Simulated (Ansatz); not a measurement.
# BN (P6_3mc): from the cell to its phonons

Aim: the vibrations of BN (P6_3mc), their spectra, and whether the structure is stable.

Main program and level: Ansatz 0.2.0; DFT PBE+D3(BJ), scalar-relativistic, plane waves, PAW; PAW set soft_1.

**1. Starting point**

It takes space group P6_3mc (No. 186, hexagonal). The conventional cell has a = 2.554 Å, b = 2.554 Å, c = 4.227 Å, α = 90.00°, β = 90.00°, γ = 120.00°. B has 4 N at 1.57 to 1.58 Å nearest. Nearest to N lie 4 B at 1.57 to 1.58 Å. Farther neighbours and most contacts between anions are not listed.

**2. Bringing the structure to rest**

The cell and atoms are relaxed, since residual forces and stress would shift the frequencies.

The input, input.yaml:

```yaml
crystal:
  lattice:
    - [2.5539396017, 0.0, 0.0]
    - [-1.2769698009, 2.2117765748, 0.0]
    - [0.0, 0.0, 4.226855]
  atoms:
    - { symbol: B, position: [0.66666667, 0.33333333, 0.999724] }
    - { symbol: B, position: [0.33333333, 0.66666667, 0.499724] }
    - { symbol: "N", position: [0.66666667, 0.33333333, 0.625276] }
    - { symbol: "N", position: [0.33333333, 0.66666667, 0.125276] }
kpoints:
  mp_grid: { grid: [9, 9, 6] }
hamiltonian:
  xc: pbe
  dispersion: d3bj
  pseudopotentials: { kind: paw, azcp: { folder: soft_1 } }
scf:
  occupations: { method: gaussian, width: 0.02 }
output:
  forces: true
  stress: true
  eigenvalues: true
  write_density: true
  write_potential: true
  elf: true
  volumetric_format: npy
relax:
  adjacent_minimum: "off"
  f_tol: 0.005
  max_steps: 80
  cell: { stress_tol: 0.05 }
```

Launch:

```bash
$ ansatz run input.yaml --threads 4 --pin off --max-ram 10240MiB --backend cpu --events-out ev --progress --plain --runs-dir out
```

Numbers of over 12 decimals in the logs are rounded to 6 here.

Output:

```text
Engine: ansatz 0.2.0, x86_64-unknown-linux-gnu
Pseudopotentials: kind: paw
Pseudopotential: B, paw, valence charge 3, recommended cutoff 420 eV (normal), soft_1/B.paw.azcp
Pseudopotential: N, paw, valence charge 5, recommended cutoff 420 eV (normal), soft_1/N.paw.azcp
Functional definition: PBE
  parameter kappa = 0.804
  parameter beta = 0.066725
  exchange = pbe_x(kappa = kappa, mu = beta*pi^2/3)
  correlation = pbe_c(beta = beta)
Crystal: 4 atoms, lattice volume = 23.876 Å³
Basis set: ecut = 420 eV, 465 PW (Γ), exchange–correlation on 36×36×60 points (8 copies of the dense FFT grid, shifted against one another)
Bands: 12, of which v1, the nominal top of the filled ones, is band 8 counted from 1 (7 counted from 0)
Symmetry: 12 space group operations
Space group: P63mc (ITA 186), of the structure as read, at distance tolerance 2.9e-5 Å
k-points: 48 of 486 (time reversal used)
Non-local potential: B, projectors of the file, l = 0: 2, l = 1: 2, l = 2: 1
Non-local potential: N, projectors of the file, l = 0: 2, l = 1: 2, l = 2: 1
PAW form: soft (Blöchl's): semilocal exchange-correlation on the pseudo side does not see the compensation charge
PAW one-centre angular grid: B, 110 points (default); XC on 64 Gauss nodes
PAW one-centre angular grid: N, 110 points (default); XC on 64 Gauss nodes
Initial density: superposition of atomic densities (chi_scale 0.1, normalization cell, long waves kept (reshape's long-wave potential 0.00 eV rms))
Initial wavefunctions: pseudopotential atomic-orbital guess
Functional: x = pbe(κ = 0.804, μ = 0.219515), c = pbe(β = 0.066725)
SCF iter   1: F=—  HF=-1086.609146 eV  |F-HF|=—  |Δ(HF+E_count)|=         —  Δρ=1.44e-1  dr2=4.02e0  ethr=3.10e-3  ⟨swp⟩=4.7  Hψ=2994  notcnv=0
preconditioner: auto → none  [insulator: Δε(μ)=6.654 eV  Ē_g=18.021 eV  σ=0.020 eV  W_gap=1.00  n_scr=2 (ndim 8)  ℏωp=30.4 eV  f_vac=0.000  D(μ)=0.00/eV (n_scr^D=0)  ε∞_Penn≈3.8]
SCF iter   2: F=—  HF=-1085.430157 eV  |F-HF|=—  |Δ(HF+E_count)|=    1.18e0  Δρ=6.36e-2  dr2=5.27e-1  ethr=3.10e-3  ⟨swp⟩=2.4  Hψ=1556  notcnv=0
SCF iter   3: F=—  HF=-1085.325108 eV  |F-HF|=—  |Δ(HF+E_count)|=   1.05e-1  Δρ=2.31e-2  dr2=7.53e-2  ethr=3.10e-3  ⟨swp⟩=2.3  Hψ=1075  notcnv=0
SCF iter   4: F=—  HF=-1085.319050 eV  |F-HF|=—  |Δ(HF+E_count)|=   6.06e-3  Δρ=2.85e-3  dr2=7.61e-4  ethr=4.71e-4  ⟨swp⟩=3.0  Hψ=1152  notcnv=0
SCF iter   5: F=—  HF=-1085.319309 eV  |F-HF|=—  |Δ(HF+E_count)|=   2.59e-4  Δρ=3.77e-4  dr2=1.92e-5  ethr=4.75e-6  ⟨swp⟩=2.8  Hψ=1117  notcnv=0
SCF iter   6: F=—  HF=-1085.319284 eV  |F-HF|=—  |Δ(HF+E_count)|=   2.49e-5  Δρ=2.01e-5  dr2=2.51e-8  ethr=6.25e-10  ⟨swp⟩=7.5  Hψ=4332  notcnv=0
SCF iter   7: F=-1085.319284 eV  HF=-1085.319284 eV  |F-HF|=1.25e-9  |Δ(HF+E_count)|=   4.33e-8  Δρ=3.28e-6  dr2=2.03e-9  ethr=1.57e-10  ⟨swp⟩=4.9  Hψ=3004  notcnv=0
SCF 1 converged in 7 iterations: F = -1085.319284 eV  dr2 = 2.03e-9
  greatest PAW one-centre occupation: 0.789 electrons in one spin orbital (limit 2), on the N atom at site 3 (counted from 0), in its partial waves of l = 0
relax step   1: F+E_penalty+E_count = -1085.31928379 eV  Δ(F+E_penalty+E_count) = +0.000e0 eV  max|allowed force component| = 1.911e-2 eV/Å  Δτ_max = 0.0000 Å  P = -5.821 GPa  Ω = 23.876 Å³  (7 SCF iters, dr2 threshold 1.00e-7 eV, accepted)
Crystal: 4 atoms, lattice volume = 23.663 Å³
Initial density: handed on by an earlier stage of this run
Initial wavefunctions: those handed on with the density
iter 1 solved again at ethr=6.44e-6 eV; its pass at ethr=3.10e-3 eV (dr2=1.03e-3 eV) is discarded
SCF iter   1: F=—  HF=-1085.325993 eV  |F-HF|=—  |Δ(HF+E_count)|=         —  Δρ=2.19e-3  dr2=9.89e-4  ethr=6.44e-6  ⟨swp⟩=1.0  Hψ=3709  notcnv=0
preconditioner: auto → none  [insulator: Δε(μ)=5.228 eV  Ē_g=17.632 eV  σ=0.020 eV  W_gap=1.00  n_scr=2 (ndim 8)  ℏωp=30.5 eV  f_vac=0.000  D(μ)=0.00/eV (n_scr^D=0)  ε∞_Penn≈4.0]
SCF iter   2: F=—  HF=-1085.325729 eV  |F-HF|=—  |Δ(HF+E_count)|=   2.64e-4  Δρ=8.22e-4  dr2=1.24e-4  ethr=6.18e-6  ⟨swp⟩=2.1  Hψ=959  notcnv=0
SCF iter   3: F=—  HF=-1085.325684 eV  |F-HF|=—  |Δ(HF+E_count)|=   4.51e-5  Δρ=2.82e-4  dr2=1.69e-5  ethr=7.78e-7  ⟨swp⟩=2.9  Hψ=1001  notcnv=0
SCF iter   4: F=-1085.325683 eV  HF=-1085.325683 eV  |F-HF|=1.29e-7  |Δ(HF+E_count)|=   8.60e-7  Δρ=4.34e-5  dr2=1.61e-7  ethr=2.50e-9  ⟨swp⟩=6.2  Hψ=3645  notcnv=0
SCF 2 converged in 4 iterations: F = -1085.325683 eV  dr2 = 1.61e-7
  greatest PAW one-centre occupation: 0.790 electrons in one spin orbital (limit 2), on the N atom at site 3 (counted from 0), in its partial waves of l = 0
relax step   2: F+E_penalty+E_count = -1085.32568295 eV  Δ(F+E_penalty+E_count) = -6.399e-3 eV  max|allowed force component| = 3.550e-3 eV/Å  Δτ_max = 0.0004 Å  P = -2.454 GPa  Ω = 23.663 Å³  energy of the carried Pulay correction = +8.215e-4 eV  (4 SCF iters, dr2 threshold 4.00e-7 eV, accepted)
Crystal: 4 atoms, lattice volume = 23.505 Å³
iter 1 solved again at ethr=3.49e-6 eV; its pass at ethr=3.10e-3 eV (dr2=5.59e-4 eV) is discarded
SCF iter   1: F=—  HF=-1085.327623 eV  |F-HF|=—  |Δ(HF+E_count)|=         —  Δρ=1.61e-3  dr2=5.36e-4  ethr=3.49e-6  ⟨swp⟩=1.0  Hψ=3638  notcnv=0
preconditioner: auto → none  [insulator: Δε(μ)=5.202 eV  Ē_g=17.708 eV  σ=0.020 eV  W_gap=1.00  n_scr=2 (ndim 8)  ℏωp=30.6 eV  f_vac=0.000  D(μ)=0.00/eV (n_scr^D=0)  ε∞_Penn≈4.0]
SCF iter   2: F=—  HF=-1085.327485 eV  |F-HF|=—  |Δ(HF+E_count)|=   1.38e-4  Δρ=6.17e-4  dr2=6.86e-5  ethr=3.35e-6  ⟨swp⟩=2.2  Hψ=936  notcnv=0
SCF iter   3: F=—  HF=-1085.327450 eV  |F-HF|=—  |Δ(HF+E_count)|=   3.48e-5  Δρ=2.12e-4  dr2=9.39e-6  ethr=4.29e-7  ⟨swp⟩=2.9  Hψ=994  notcnv=0
SCF iter   4: F=-1085.327450 eV  HF=-1085.327450 eV  |F-HF|=7.91e-8  |Δ(HF+E_count)|=   1.93e-7  Δρ=3.35e-5  dr2=9.38e-8  ethr=2.50e-9  ⟨swp⟩=6.0  Hψ=3488  notcnv=0
SCF 3 converged in 4 iterations: F = -1085.327450 eV  dr2 = 9.38e-8
relax step   3: F+E_penalty+E_count = -1085.32745028 eV  Δ(F+E_penalty+E_count) = -1.767e-3 eV  max|allowed force component| = 3.694e-3 eV/Å  Δτ_max = 0.0003 Å  P = +0.088 GPa  Ω = 23.505 Å³  energy of the carried Pulay correction = +1.430e-3 eV  (4 SCF iters, dr2 threshold 4.00e-7 eV, accepted)
[...]
relax step   4: F+E_penalty+E_count = -1085.32744616 eV  Δ(F+E_penalty+E_count) = +4.116e-6 eV  max|allowed force component| = 3.683e-3 eV/Å  Δτ_max = 0.0002 Å  P = +0.015 GPa  Ω = 23.510 Å³  energy of the carried Pulay correction = +1.412e-3 eV  (3 SCF iters, dr2 threshold 1.74e-7 eV, accepted)
[...]
relax step   5: F+E_penalty+E_count = -1085.32744516 eV  Δ(F+E_penalty+E_count) = +1.000e-6 eV  max|allowed force component| = 1.065e-5 eV/Å  Δτ_max = 0.0001 Å  P = -0.001 GPa  Ω = 23.511 Å³  energy of the carried Pulay correction = +1.409e-3 eV  (2 SCF iters, dr2 threshold 4.24e-8 eV, accepted)
[...]
relax step   6: F+E_penalty+E_count = -1085.32617198 eV  Δ(F+E_penalty+E_count) = +1.273e-3 eV  max|allowed force component| = 9.561e-6 eV/Å  Δτ_max = 0.0000 Å  P = -0.111 GPa  Ω = 23.511 Å³  stress off target by 1.17e-1 GPa  SCF on the basis re-selected at this cell (its energy is not comparable with the rows above)  (5 SCF iters)
[...]
relax step   7: F+E_penalty+E_count = -1085.32620010 eV  Δ(F+E_penalty+E_count) = -2.812e-5 eV  max|allowed force component| = 2.080e-5 eV/Å  Δτ_max = 0.0000 Å  P = -0.002 GPa  Ω = 23.504 Å³  energy of the carried Pulay correction = +2.575e-5 eV  (3 SCF iters, dr2 threshold 3.45e-8 eV, accepted)
iter 1 solved again at ethr=2.88e-8 eV; its pass at ethr=3.10e-3 eV (dr2=4.61e-6 eV) is discarded
SCF iter   1: F=—  HF=-1085.326208 eV  |F-HF|=—  |Δ(HF+E_count)|=         —  Δρ=9.74e-6  dr2=1.84e-8  ethr=2.88e-8  ⟨swp⟩=3.0  Hψ=4958  notcnv=0
preconditioner: auto → none  [insulator: Δε(μ)=5.193 eV  Ē_g=17.704 eV  σ=0.020 eV  W_gap=1.00  n_scr=2 (ndim 8)  ℏωp=30.6 eV  f_vac=0.000  D(μ)=0.00/eV (n_scr^D=0)  ε∞_Penn≈4.0]
SCF iter   2: F=—  HF=-1085.326183 eV  |F-HF|=—  |Δ(HF+E_count)|=   2.44e-5  Δρ=5.14e-6  dr2=3.99e-9  ethr=1.15e-10  ⟨swp⟩=2.0  Hψ=954  notcnv=0
SCF iter   3: F=—  HF=-1085.326183 eV  |F-HF|=—  |Δ(HF+E_count)|=  2.44e-10  Δρ=1.88e-6  dr2=7.06e-10  ethr=2.50e-11  ⟨swp⟩=2.4  Hψ=962  notcnv=0
SCF iter   4: F=-1085.326183 eV  HF=-1085.326183 eV  |F-HF|=2.27e-13  |Δ(HF+E_count)|=  9.78e-12  Δρ=3.34e-7  dr2=1.36e-11  ethr=1.00e-12  ⟨swp⟩=3.9  Hψ=2762  notcnv=0
SCF 8 converged in 4 iterations: F = -1085.326183 eV  dr2 = 1.36e-11
relax step   8: F+E_penalty+E_count = -1085.32618309 eV  Δ(F+E_penalty+E_count) = +1.701e-5 eV  max|allowed force component| = 2.099e-5 eV/Å  Δτ_max = 0.0000 Å  P = -0.003 GPa  Ω = 23.504 Å³  stress off target by 3.25e-3 GPa  SCF on the basis re-selected at this cell (its energy is not comparable with the rows above)  (4 SCF iters)
basis re-selected at this cell: Δ(F+E_penalty+E_count) = +1.701e-5 eV, ΔP = -0.001 GPa vs the last step (what re-selecting the basis moved, of the pressure what is left beyond the Pulay correction that the steps carried, after the strain that the cell walked since its last selection, with what the two solves' SCF thresholds leave and, on support functions, any second-order correction that the steps lacked; it is no m [...]
SCF converged after 4 iterations
Free energy (F): -1085.326183 eV
Harris-Foulkes:  -1085.326183 eV  (|F-HF|=2.27e-13)
Internal energy: -1085.326183 eV  (E = F + TS)
E sigma→0 (E₀):  -1085.326183 eV
Fermi energy:    14.007125 eV
--- Per-component energies (eV) ---
  E_band       = 53.645853
  E_kinetic    = 368.044103
  E_local      = -318.516708  (includes V_loc(G=0)·N_el)
  E_nonlocal   = 84.447124
  E_hartree    = 98.680236
  E_xc         = -186.657967
  E_vxc        = -230.847626  (∫ρ·V_xc dr)
  E_paw        = -413.409078  (= ΣΔE_a)
  E_vpaw       = -46.843342  (= ΣTr[D̂ρ^β])
  E_aug_tail   = 0.001851  (compensation charges beyond the density's cutoff)
  E_ewald      = -717.074515
  E_disp       = -0.841230  (pairwise vdW)
  E_smearing   = -0.000000  (= −TS)
  E_closure    = -0.000000  (closes the sum)
  Σ components = -1085.326183   (vs F -1085.326183, Δ=0.00e0)
--- Forces (eV/Å), atoms counted from 1 ---
  atom   1  B      0.00000000     0.00000000     0.00002100
  atom   2  B     -0.00000000    -0.00000000     0.00002100
  atom   3  N     -0.00000000     0.00000000    -0.00002098
  atom   4  N      0.00000000     0.00000000    -0.00002098
  max |Σ_I F_I| component: 2.74e-8 eV/Å
--- Stress (GPa, compression-positive) ---
       -0.003246       0.000000       0.000000
        0.000000      -0.003246       0.000000
        0.000000       0.000000      -0.001438
  P = ⅓ Tr σ = -0.0026 GPa (-0.026 kbar)
--- Band table (eV; the first three rows and the last of 48) ---
  k-point 0: bands = [... 4 lower, 9.2739, 11.1382, 11.4109, 11.4109, 19.8135, 19.8135, 20.0541, 20.9956]
  k-point 1: bands = [... 4 lower, 9.3920, 10.2397, 11.2331, 11.2331, 20.0140, 20.0140, 20.4189, 20.9903]
  k-point 2: bands = [... 4 lower, 9.7287, 9.7287, 10.7809, 10.7809, 20.5706, 20.5706, 20.8359, 20.9779]
  k-point 47: bands = [... 4 lower, 3.6370, 3.6370, 8.3602, 8.3602, 20.7838, 20.7838, 21.6276, 21.6276]
--- Relaxed structure (6 steps of the walk, 6 accepted, 2 SCFs on fresh bases) ---
  F+E_penalty+E_count = -1085.32618309 eV   max|allowed force component| = 2.099e-5 eV/Å   (the final SCF, on the basis selected at the relaxed cell)
  cell:  # Å, volume = 23.5041 Å³
    - [2.541169, 2.8723157018064686e-11, 0]
    - [-1.270584, 2.200717, 0]
    - [0, 0, 4.202864]
  atoms:
    - { symbol: B, position: [0.666667, 0.333333, 0.999764] }
    - { symbol: B, position: [0.333333, 0.666667, 0.499764] }
    - { symbol: N, position: [0.666667, 0.333333, 0.625236] }
    - { symbol: N, position: [0.333333, 0.666667, 0.125236] }
```

Wall time 2.9 s (4 threads of Intel Xeon Platinum 8375C at 2.90GHz (Ice Lake), shared host); peak memory 0.57 GiB; 9.9 s of CPU time.

The steps of the relaxation:

```csv
step,energy less that of the first step (eV),largest force component (eV/Å),pressure (GPa),volume (Å³)
1,0.0000,0.0191,-5.82,23.88
2,-0.0064,0.0036,-2.45,23.66
3,-0.0082,0.0037,0.09,23.51
4,-0.0082,0.0037,0.02,23.51
5,-0.0082,0.0000,0.00,23.51
6*,-0.0069,0.0000,-0.11,23.51
7,-0.0069,0.0000,0.00,23.50
8*,-0.0069,0.0000,0.00,23.50
```

Relaxation steps marked * repeat the geometry before them on a plane-wave basis chosen anew for their cell, so energy and pressure can jump there.

The run keeps the 12 symmetry operations that it works with, so distortions that break them were not tested.

```csv
"conventional cell, symmetrised",before,after,change
a (Å),2.554,2.541,-0.5 %
b (Å),2.554,2.541,-0.5 %
c (Å),4.227,4.203,-0.6 %
volume (Å³/atom),5.97,5.88,-1.6 %
```

The relaxed structure:

```xyz
4
Lattice="2.5412 0.0000 0.0000 -1.2706 2.2007 0.0000 0.0000 0.0000 4.2029" Properties=species:S:1:pos:R:3 pbc="T T T"
B     1.2706    0.7336    4.2019
B     0.0000    1.4671    2.1004
N     1.2706    0.7336    2.6278
N     0.0000    1.4671    0.5263
```

This step gave:

- pressure: -0.002643 GPa
- gap on the k-mesh: 5.192 eV
- volume per atom: 5.876 Å³
- direct gap on mesh: 8.306 eV

ELF in the ac plane at fractional y = 0.333, with atoms of B and N within 0.2 Å of it. It is the smooth field of the valence electrons, not physical close to the nuclei.

Ten even steps from '0' (0.00) to '9' (0.92):
```
5544553100024
2222233333333
1100135789863
2000147999985
3100258999986
5211468888887
6312577633578
7423788410378
8534798521489
8534799754789
7434688877888
5323467777776
2222233444443
1233211111111
2344210000001
3455421000012
5566543211123
6666665322345
7777776422367
8877887411268
8777886200158
7766774100036
```
Columns run along a (2.5 Å), rows up along c (4.2 Å). Atoms in or near the plane, at fractional coordinates: B at (0.67, 0.00), N at (0.67, 0.63).

Valence density in the ac plane at fractional y = 0.333, with atoms of B and N within 0.2 Å of it. It is the smooth field of the valence electrons, not physical close to the nuclei.

Ten even steps from '0' (0.1 e/Å³) to '9' (3.6 e/Å³):
```
0000011111111
0000001111110
0000001122210
0000001233210
0000002345421
0000013578631
1000124899852
1000126999973
2101136999973
1111124788753
1100112455432
0000011122211
0000000000000
0000000000000
0000000000000
0000000000000
0111100000000
1111110000001
1222211111111
2222221111111
1122222111112
1111111100111
```
Columns run along a (2.5 Å), rows up along c (4.2 Å). Atoms in or near the plane, at fractional coordinates: B at (0.67, 0.00), N at (0.67, 0.63).

Electrostatic potential energy in the ac plane at fractional y = 0.333, with atoms of B and N within 0.2 Å of it. With pseudopotentials it is smooth inside the atoms' cores, unlike the true potential.

Ten even steps from '0' (-36 eV) to '9' (13 eV):
```
8999974111136
9999986311257
9999998644578
9999999877889
9999998655689
9999996311358
9999984100037
8999973000026
8888873000026
8877885200147
8777887533478
8877899877899
9888899999999
9999999999999
9999999999999
9999999999999
9999999999999
9888899888899
8877888644578
8878886311257
8888874111136
8999873111026
```
Columns run along a (2.5 Å; values clipped at the 3rd and 97th percentile), rows up along c (4.2 Å). Atoms in or near the plane, at fractional coordinates: B at (0.67, 0.00), N at (0.67, 0.63).

In this step the volume went from 5.97 to 5.88 Å³/atom.

**3. Tight relaxation**

Phonons need a cell at rest on their own settings, so the relaxation is repeated with tight tolerances on forces and stress, using the mesh and the filling of the phonon run that follows.

The input, input.yaml:

```yaml
crystal:
  lattice:
    - [2.5411685628, 0.0, 0.0]
    - [-1.2705842814, 2.2007165306, 0.0]
    - [0.0, 0.0, 4.2028638761]
  atoms:
    - { symbol: B, position: [0.6666666667, 0.3333333333, 0.9997643597] }
    - { symbol: B, position: [0.3333333333, 0.6666666667, 0.4997643597] }
    - { symbol: "N", position: [0.6666666667, 0.3333333333, 0.6252356403] }
    - { symbol: "N", position: [0.3333333333, 0.6666666667, 0.1252356403] }
kpoints:
  mp_grid: { grid: [12, 12, 8] }
hamiltonian:
  xc: pbe
  dispersion: d3bj
  pseudopotentials: { kind: paw, azcp: { folder: soft_1 } }
scf:
  occupations: { method: fixed }
output:
  forces: true
  stress: true
  eigenvalues: true
relax:
  adjacent_minimum: "off"
  f_tol: 0.001
  max_steps: 60
  cell: { stress_tol: 0.01 }
```

Output:

```text
[...]
Crystal: 4 atoms, lattice volume = 23.504 Å³
Basis set: ecut = 420 eV, 465 PW (Γ), exchange–correlation on 36×36×60 points (8 copies of the dense FFT grid, shifted against one another)
Bands: 12, of which v1, the nominal top of the filled ones, is band 8 counted from 1 (7 counted from 0)
Symmetry: 12 space group operations
[...]
k-points: 95 of 1152 (time reversal used)
[...]
--- Relaxed structure (1 steps of the walk, 1 accepted, 1 SCFs on fresh bases) ---
[...]
cell:  # Å, volume = 23.5041 Å³
    - [2.541169, 0.0, 0.0]
    - [-1.270584, 2.200717, 0.0]
    - [0.0, 0.0, 4.2028638761]
  atoms:
    - { symbol: B, position: [0.666667, 0.333333, 0.999764] }
    - { symbol: B, position: [0.333333, 0.666667, 0.499764] }
    - { symbol: N, position: [0.666667, 0.333333, 0.6252356403] }
    - { symbol: N, position: [0.333333, 0.666667, 0.1252356403] }
[key lines of the parts left out:]
SCF converged after 5 iterations
Free energy (F): -1085.326254 eV
Fermi energy:    11.410838 eV
P = ⅓ Tr σ = -0.0004 GPa (-0.004 kbar)
```

Elapsed: 1.3 s, on 4 threads; peak memory 0.57 GiB; 4.7 s of CPU time.

Little changed from the start: no atom moved by 0.005 Å and no cell edge by 0.1 %.

This step gave:

```yaml
pressure: -3.68e-4 GPa
gap_on_the_k_mesh: 5.193 eV
direct_gap_on_mesh: 8.315 eV
```

The largest force component left is 0.13 meV/Å and the pressure is 0.000 GPa, within the tolerances set. The cell now holds 5.88 Å³/atom.

[end of part 1 of 3]

[Logs are printed without paths, hosts, clocks, repeated set-up lines and the standing remarks that a program may print on its own settings, such as how far it seeks lower states.]

[Hosts, paths, dates, database ids (printed as entryN), source tags and the programs' standing remarks are cut or masked in the printed files.]
